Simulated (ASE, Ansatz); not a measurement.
## Energy and forces of twisted silicene bilayer, 3.48° (1084 atoms)

Aim: energy and forces of twisted silicene bilayer, 3.48° (1084 atoms) at a fixed geometry.

Main program and level: Ansatz 0.2.0; Kohn-Sham DFT, PBE+D3(BJ), PAW (set soft_2), localised support functions (medium).

## (1) Starting point

The cell holds 1084 atoms: 1084 Si. Cell: a = 63.544 Å, b = 63.544 Å, c = 20.140 Å, α = 90.0°, β = 90.0°, γ = 120.0°. It derives from Si (silicene). Silicene (a = 3.86 Å) under silicene (a = 3.86 Å), bilayer, commensurate cell of 271 unit cells a layer, twist 3.48 deg; facing planes 3.26 Å apart; 16 Å of vacuum; layers as built, displaced by a Gaussian of 0.01 Å. Regions: layer 1, 542 atoms (542 Si); layer 2, 542 atoms (542 Si). Vacuum lies along c.

Before any run, some limits are plain. Beside vacuum, support functions can miss their usual error bounds without a warning. Only the Γ point is sampled, in a cell whose shortest periodic width is 55 Å.

## (2) Support functions medium

One self-consistent run at the given positions yields energy and forces.

Contents of input.yaml:

```yaml
crystal:
  lattice:
    - [63.5436, 0.0, 0.0]
    - [-31.7718, 55.03037, 0.0]
    - [0.0, 0.0, 20.14]
  atoms:
    - { symbol: Si, position: [0.038, 0.93222, 0.41904] }
    - { symbol: Si, position: [0.0395, 0.89797, 0.39677] }
    - { symbol: Si, position: [0.0714, 0.00259, 0.41971] }
    - { symbol: Si, position: [0.07291, 0.9682, 0.39734] }
    - { symbol: Si, position: [0.04196, 0.82915, 0.41888] }
    - { symbol: Si, position: [0.0428, 0.79449, 0.3974] }
    - { symbol: Si, position: [0.07491, 0.89873, 0.41871] }
    - { symbol: Si, position: [0.07622, 0.86452, 0.39728] }
    - { symbol: Si, position: [0.10808, 0.96891, 0.41942] }
    - { symbol: Si, position: [0.1092, 0.93477, 0.39762] }
    - { symbol: Si, position: [0.04517, 0.72561, 0.41943] }
    - { symbol: Si, position: [0.04689, 0.69114, 0.39709] }
    - { symbol: Si, position: [0.07883, 0.79604, 0.41951] }
    - { symbol: Si, position: [0.07985, 0.76145, 0.397] }
    - { symbol: Si, position: [0.11168, 0.86582, 0.41892] }
    - { symbol: Si, position: [0.11323, 0.83165, 0.39729] }
    - { symbol: Si, position: [0.14481, 0.93587, 0.41887] }
    - { symbol: Si, position: [0.14666, 0.9017, 0.39666] }
    - { symbol: Si, position: [0.1783, 0.00604, 0.42012] }
    - { symbol: Si, position: [0.17934, 0.9715, 0.39769] }
    - { symbol: Si, position: [0.04941, 0.62244, 0.41975] }
    - { symbol: Si, position: [0.05061, 0.58799, 0.39763] }
    - { symbol: Si, position: [0.08221, 0.69239, 0.41939] }
    - { symbol: Si, position: [0.08353, 0.65794, 0.39753] }
    - { symbol: Si, position: [0.11576, 0.76276, 0.41936] }
    - { symbol: Si, position: [0.11683, 0.72814, 0.39703] }
    - { symbol: Si, position: [0.14886, 0.83292, 0.41946] }
    - { symbol: Si, position: [0.15001, 0.79806, 0.39757] }
    - { symbol: Si, position: [0.18193, 0.90256, 0.41908] }
    - { symbol: Si, position: [0.18312, 0.86819, 0.39837] }
    - { symbol: Si, position: [0.2156, 0.97309, 0.41918] }
    - { symbol: Si, position: [0.21661, 0.9387, 0.39644] }
    [... 1046 atom lines left out ...]
    - { symbol: Si, position: [0.96936, 0.10833, 0.60348] }
    - { symbol: Si, position: [0.96798, 0.07265, 0.58057] }
    - { symbol: Si, position: [0.00645, 0.17829, 0.60315] }
    - { symbol: Si, position: [0.00487, 0.14261, 0.58061] }
    - { symbol: Si, position: [0.00264, 0.07157, 0.60293] }
    - { symbol: Si, position: [0.00125, 0.03559, 0.5806] }
kpoints:
  mp_grid: { grid: [1, 1, 1] }
hamiltonian:
  xc: pbe
  dispersion: d3bj
scf:
  occupations: { method: fermi_dirac, width: 0.025 }
  eigensolver: { kind: { support_functions: { accuracy: medium } } }
  mixing: { beta: 0.2 }
  max_iter: 150
output:
  forces: true
  eigenvalues: true
```

Run with:

```sh
> ansatz run input.yaml --threads 32 --pin off --max-ram 143360MiB --backend cuda --events-out ev --progress --plain --runs-dir out
```

Numbers of over 12 decimals in the logs are rounded to 6 here.

What it wrote:

```text
Warning: scf.eigensolver.kind.support_functions: disabling space-group detection — the functions' gradient is summed over unrotated k-points, so no spatial operation reduces the k-mesh or symmetrises the density; time reversal is kept, so that k and −k are solved as one point where they differ and the mesh holds both, and exact exchange and, on two spinor components, a DFT+U term hold to it where the run has them: [...]
settings of this run that can trade accuracy for cost: scf.eigensolver.kind.support_functions [...]
Engine: ansatz 0.2.0, aarch64-unknown-linux-gnu
Pseudopotentials: kind: paw
Pseudopotential: Si, paw, valence charge 4, recommended cutoff 420 eV (normal), Si.paw.azcp
[... 5 lines on functional and potentials left out ...]
device memory: the entry about to start is reckoned to put 46.1 GiB on a device that reports 182.5 GiB free
GPU FFT provider: cuFFT
GPU libraries: cuBLAS 13.8.1, cuFFT 12.4.0, cuSOLVER 12.3.2
GPU matrix products: emulated (plane waves: as basis.precision tells), large ones in fixed point in workspaces of 1.00 GiB
Crystal: 1084 atoms, lattice volume = 70426.112 Å³
Basis set: ecut = 420 eV, 1376407 PW (Γ), exchange–correlation on 864×864×270 points (8 copies of the dense FFT grid, shifted against one another)
Bands: 2602, of which v1, the nominal top of the filled ones, is band 2168 counted from 1 (2167 counted from 0)
Symmetry: 1 space group operations
k-points: 1
[... 3 lines on functional and potentials left out ...]
Initial density: superposition of atomic densities (neutral atoms: chi_scale 0, normalization atom)
Initial wavefunctions: pseudopotential atomic-orbital guess
GPU buffer pool allocated for 25194240 grid points (all kernels)
Eigensolver: Support functions (medium, 270×270×90 points, laid for a spacing of at most 0.257060 Å, radius 4.504875 Å, 2168 sites without an atom, 0 species' potentials softened for the grid, 1 wholly corrected for its errors in the mean over positions, 1 with the egg-box correction, energy correction by stochastic trace)
Functional: x = pbe(κ = 0.804, μ = 0.219515), c = pbe(β = 0.066725)
SCF iter   1: F=—  HF=-688623.447613 eV  |F-HF|=—  |Δ(HF+E_count)|=         —  Δρ=1.94e-2  dr2=2.80e2  ethr=1.00e-1
preconditioner: auto → Resta (q_TF=auto, 1.714 Å⁻¹)  ε∞=4.9  [metal: Δε(μ)=0.031 eV  Ē_g=6.634 eV  σ=0.025 eV  W_gap=0.30  n_scr=6016 (ndim 8)  ℏωp=9.2 eV  f_vac=0.547  D(μ)=208.39/eV (n_scr^D=466)  ε∞_Penn≈2.9  vacuum switching off (levels at the Fermi level)]
SCF iter   2: F=—  HF=-688929.669263 eV  |F-HF|=—  |Δ(HF+E_count)|=    3.06e2  Δρ=2.21e-2  dr2=3.74e2  ethr=6.45e-3
SCF iter   3: F=—  HF=-688909.753995 eV  |F-HF|=—  |Δ(HF+E_count)|=    1.99e1  Δρ=1.80e-2  dr2=2.60e2  ethr=6.45e-3  κ⁻¹=1.0e0(r=1)
SCF iter   4: F=—  HF=-688836.761062 eV  |F-HF|=—  |Δ(HF+E_count)|=    7.30e1  Δρ=1.99e-3  dr2=1.62e1  ethr=6.00e-3  κ⁻¹=1.4e-4(r=2)
SCF iter   5: F=—  HF=-688837.801301 eV  |F-HF|=—  |Δ(HF+E_count)|=    1.04e0  Δρ=2.11e-3  dr2=1.20e1  ethr=3.74e-4  κ⁻¹=1.2e-4(r=3)
SCF iter   6: F=—  HF=-688837.352551 eV  |F-HF|=—  |Δ(HF+E_count)|=   4.49e-1  Δρ=1.37e-3  dr2=5.97e0  ethr=2.76e-4  κ⁻¹=5.7e-5(r=4)
SCF iter   7: F=—  HF=-688835.496112 eV  |F-HF|=—  |Δ(HF+E_count)|=    1.86e0  Δρ=8.44e-4  dr2=2.55e0  ethr=1.38e-4  κ⁻¹=1.7e-5(r=5)
SCF iter   8: F=—  HF=-688835.044825 eV  |F-HF|=—  |Δ(HF+E_count)|=   4.51e-1  Δρ=4.28e-4  dr2=9.93e-1  ethr=5.87e-5  κ⁻¹=8.5e-7(r=6)
SCF iter   9: F=—  HF=-688834.869001 eV  |F-HF|=—  |Δ(HF+E_count)|=   1.76e-1  Δρ=4.50e-4  dr2=6.89e-1  ethr=2.29e-5  κ⁻¹=7.9e-7(r=7)
SCF iter  10: F=—  HF=-688835.262845 eV  |F-HF|=—  |Δ(HF+E_count)|=   3.94e-1  Δρ=2.54e-4  dr2=2.41e-1  ethr=1.59e-5  κ⁻¹=9.8e-7(r=7)
[...]
SCF iter  14: F=—  HF=-688835.499300 eV  |F-HF|=—  |Δ(HF+E_count)|=   4.86e-2  Δρ=6.56e-5  dr2=1.17e-2  ethr=5.89e-7  κ⁻¹=2.0e-4(r=7)
SCF iter  15: F=—  HF=-688835.577105 eV  |F-HF|=—  |Δ(HF+E_count)|=   7.78e-2  Δρ=5.51e-5  dr2=6.27e-3  ethr=2.71e-7  κ⁻¹=1.0e-4(r=7)
SCF iter  16: F=—  HF=-688835.637604 eV  |F-HF|=—  |Δ(HF+E_count)|=   6.05e-2  Δρ=2.92e-5  dr2=2.10e-3  ethr=1.45e-7  κ⁻¹=3.8e-5(r=7)
SCF iter  17: F=—  HF=-688835.664928 eV  |F-HF|=—  |Δ(HF+E_count)|=   2.73e-2  Δρ=3.20e-5  dr2=1.28e-3  ethr=4.83e-8  κ⁻¹=8.2e-6(r=7)
SCF iter  18: F=—  HF=-688835.696996 eV  |F-HF|=—  |Δ(HF+E_count)|=   3.21e-2  Δρ=1.90e-5  dr2=5.44e-4  ethr=2.96e-8  κ⁻¹=1.7e-5(r=7)
SCF iter  19: F=—  HF=-688835.707477 eV  |F-HF|=—  |Δ(HF+E_count)|=   1.05e-2  Δρ=1.18e-5  dr2=2.34e-4  ethr=1.25e-8  κ⁻¹=3.1e-5(r=7)
SCF iter  20: F=—  HF=-688835.712880 eV  |F-HF|=—  |Δ(HF+E_count)|=   5.40e-3  Δρ=8.25e-6  dr2=1.30e-4  ethr=5.39e-9  κ⁻¹=4.7e-5(r=7)
SCF iter  21: F=—  HF=-688835.721575 eV  |F-HF|=—  |Δ(HF+E_count)|=   8.70e-3  Δρ=4.16e-6  dr2=2.72e-5  ethr=3.00e-9  κ⁻¹=3.8e-4(r=7)
SCF iter  22: F=—  HF=-688835.724476 eV  |F-HF|=—  |Δ(HF+E_count)|=   2.90e-3  Δρ=2.34e-6  dr2=9.17e-6  ethr=6.27e-10  κ⁻¹=6.1e-5(r=7)
SCF iter  23: F=-688835.728060 eV  HF=-688835.727348 eV  |F-HF|=7.12e-4  |Δ(HF+E_count)|=   2.87e-3  Δρ=1.06e-6  dr2=1.78e-6  ethr=2.11e-10
SCF 1 converged in 23 iterations: F = -688835.782910 eV  dr2 = 1.78e-6
  greatest PAW one-centre occupation: 0.652 electrons in one spin orbital (limit 2), on the Si atom at site 984 (counted from 0), in its partial waves of l = 0
SCF converged after 23 iterations
Stability not checked: this state was not tested for a lower state beside it, because the mixer in use, unlike msr1, does not test its closes by its own steps (another_mixer; see scf.mixing.algorithm and scf.lower_state_search)
Free energy (F): -688835.782910 eV
Harris-Foulkes:  -688835.782198 eV  (|F-HF|=7.12e-4)
Internal energy: -688835.352249 eV  (E = F + TS)
E sigma→0 (E₀):  -688835.567580 eV
Entropy (-TS):   -0.430661 eV (-0.397 meV/atom)
Fermi energy:    -1.234620 eV
--- Per-component energies (eV) ---
  E_band       = -27040.003879
  E_kinetic    = 42330.970404
  E_local      = -762122.814674  (includes V_loc(G=0)·N_el)
  E_nonlocal   = 28352.337218
  E_grid_corr  = -0.004125  (part of E_nonlocal)
  E_hartree    = 358210.066606
  E_xc         = -58955.925696
  E_vxc        = -49453.401464  (∫ρ·V_xc dr)
  E_paw        = -555740.885565  (= ΣΔE_a)
  E_vpaw       = -2566.691967  (= ΣTr[D̂ρ^β])
  E_aug_tail   = 0.006928  (compensation charges beyond the density's cutoff)
  E_ewald      = 259385.700313
  E_disp       = -294.752933  (pairwise vdW)
  E_smearing   = -0.430661  (= −TS)
  E_closure    = 0.000000  (closes the sum)
  E_support_correction = -0.054850  (second-order, or where that is not computed along the SCF)
  E_support_correction_error = 5.7e-4  (of E_support_correction; not in F)
  Σ components = -688835.782910   (vs F -688835.782910, Δ=0.00e0)
--- Forces (eV/Å), atoms counted from 1 ---
[... 1084 lines of forces left out ...]
  max |Σ_I F_I| component: 9.83e-3 eV/Å
--- Band table (eV) ---
[... left out ...]
```

Wall time 43 s (1 × NVIDIA GB200 with 32 threads of Arm Neoverse V2, shared host); peak memory 12 GiB; 1.9 min of CPU time.

That memory is the host's; the program planned up to 46.1 GiB on the GPU. Forces of this run were stored rounded, and per-atom blocks of the log weren't kept.

The program notes that the band table was not solved further than the SCF left it and it switched symmetry off. Further notices: vacuum switching off with vacuum.

Read from the output:

```yaml
free_energy: -688835.7829 eV
free_energy_per_atom: -635.4574 eV/atom
scf_cycles: 23
r_m_s_force_component: 0.2396 eV/Å
longest_force: 0.8967 eV/Å
fermi_energy: -1.235 eV
levels_partly_filled_by_over_2_per_cent: 15
```

Length of the force by element:

```
element  coordination  atoms  mean length of the force (eV/Å)  spread   least   most
     Si           all   1084                            0.382   0.163  0.0118  0.897
```

By region:

```
 region  atoms  mean length of the force (eV/Å)
layer 1    542                            0.388
layer 2    542                            0.375
```

The levels nearest the highest filled one (over half full), pooled over k-points and spins:

```
level less the highest filled one (eV)  occupation
                               -0.0491        1.83
                               -0.0323        1.69
                               -0.0217        1.56
                               -0.0198        1.53
                               -0.0072        1.33
                                     0        1.20
                                0.0147       0.906
                                0.0165       0.871
                                0.0194       0.815
                                0.0216       0.773
                                0.0275       0.663
                                0.0306        0.61
```

## (3) Structure statistics

Bonds and neighbours are counted at the geometry of the runs.

Normalised to the volume that the atoms fill. Pair distribution function in bins of 0.1 Å:

```
r (Å)  total
 2.15   0.00
 2.25   9.00
 2.35   0.24
 2.45   0.00
 2.55   0.00
 2.65   0.00
 2.75   0.00
 2.85   0.00
 2.95   0.00
 3.05   0.00
 3.15   0.00
 3.25   0.04
 3.35   0.12
 3.45   0.12
 3.55   0.11
 3.65   0.12
 3.75   0.30
 3.85   6.69
 3.95   0.30
 4.05   0.29
 4.15   0.34
 4.25   0.36
 4.35   0.36
 4.45   2.53
 4.55   0.53
 4.65   0.33
 4.75   0.34
 4.85   0.33
 4.95   0.30
 5.05   0.31
 5.15   0.30
 5.25   0.31
 5.35   0.26
 5.45   0.28
 5.55   0.28
 5.65   0.27
 5.75   0.28
 5.85   0.80
 5.95   2.45
 6.05   0.28
 6.15   0.23
 6.25   0.26
 6.35   0.24
 6.45   0.23
```

Bonds by pair of elements; cutoffs follow the first minimum of g(r), held within bounds set by covalent radii, and pairs that aren't listed don't count as bonded:

```
pair A-B  cutoff (Å)  bonds  mean length (Å)  spread (Å)  shortest (Å)  B about A  A about B
   Si-Si        2.68   1626             2.27       0.014          2.23          3          3
```

How many atoms have how many bonded neighbours:

```
element  mean     3
     Si     3  1084
```

Bond angles, per cent of each kind in bins of 5°:

```
angle (°)  Si-Si-Si
  110–115       1.1
  115–120      98.9
```

Bond angles (no mean is given where the spread exceeds 20°):

```
   angle  count  mean (°)  spread (°)
Si-Si-Si   3252       116         0.6
```

The first peak of g(r) lies near 2.27 Å. By these cutoffs all Si atoms have 3 bonded neighbours. The Si-Si-Si angle averages 116° with a spread of 0.6°.

Local excerpt of 11 atoms (numbers count through the whole input) about Si195, which bears the longest force; x, y, z are measured from there.

```
 atom      x      y      z  distance (Å)  bonds     Fx     Fy  Fz (eV/Å)
Si195   0.00   0.00   0.00          0.00      3   0.57  -0.42       0.55
Si168  -2.19  -0.07  -0.44          2.23      3  -0.43  -0.27      -0.17
Si198   1.06   1.94  -0.45          2.26      3   0.19   0.21      -0.12
Si196   1.20  -1.92  -0.46          2.31      3  -0.09   0.33      -0.10
Si728   0.72  -0.42   3.25          3.36      3  -0.19   0.10      -0.48
Si167  -3.38   1.81  -0.03          3.83      3  -0.09  -0.15       0.52
Si197  -0.10   3.85  -0.01          3.85      3  -0.05  -0.23       0.42
Si165  -3.27  -2.05  -0.01          3.86      3   0.33   0.19       0.53
Si225   3.30   2.02  -0.02          3.86      3   0.05  -0.15       0.44
Si193   0.15  -3.86  -0.01          3.87      3  -0.03  -0.29       0.53
Si223   3.42  -1.85  -0.01          3.89      3   0.04  -0.04       0.55
```

The column of bonds counts only the pairs Si-Si within 2.68 Å; other neighbours, such as metal atoms beside each other in a compound, aren't counted, and periodic images can show an atom twice.

## (4) Summary of results

| Item | Value |
| --- | --- |
| free energy per atom | -635.4574 eV/atom |
| r.m.s. force component | 0.2396 eV/Å |
| wall time of the 1 DFT run | 43 s |

No gap is quoted, since levels at the Fermi energy are partly filled. Counting bonds as in the table, all Si atoms have 3 bonded neighbours.

What to keep in mind: The geometry was built by rule, was displaced at random and isn't relaxed at this level: its force components are 0.24 eV/Å r.m.s.

[Logs are printed without paths, hosts, clocks, repeated set-up lines and the standing remarks that a program may print on its own settings, such as how far it seeks lower states.]

[Hosts, paths, dates, database ids (printed as entryN), source tags and the programs' standing remarks are cut or masked in the printed files.]
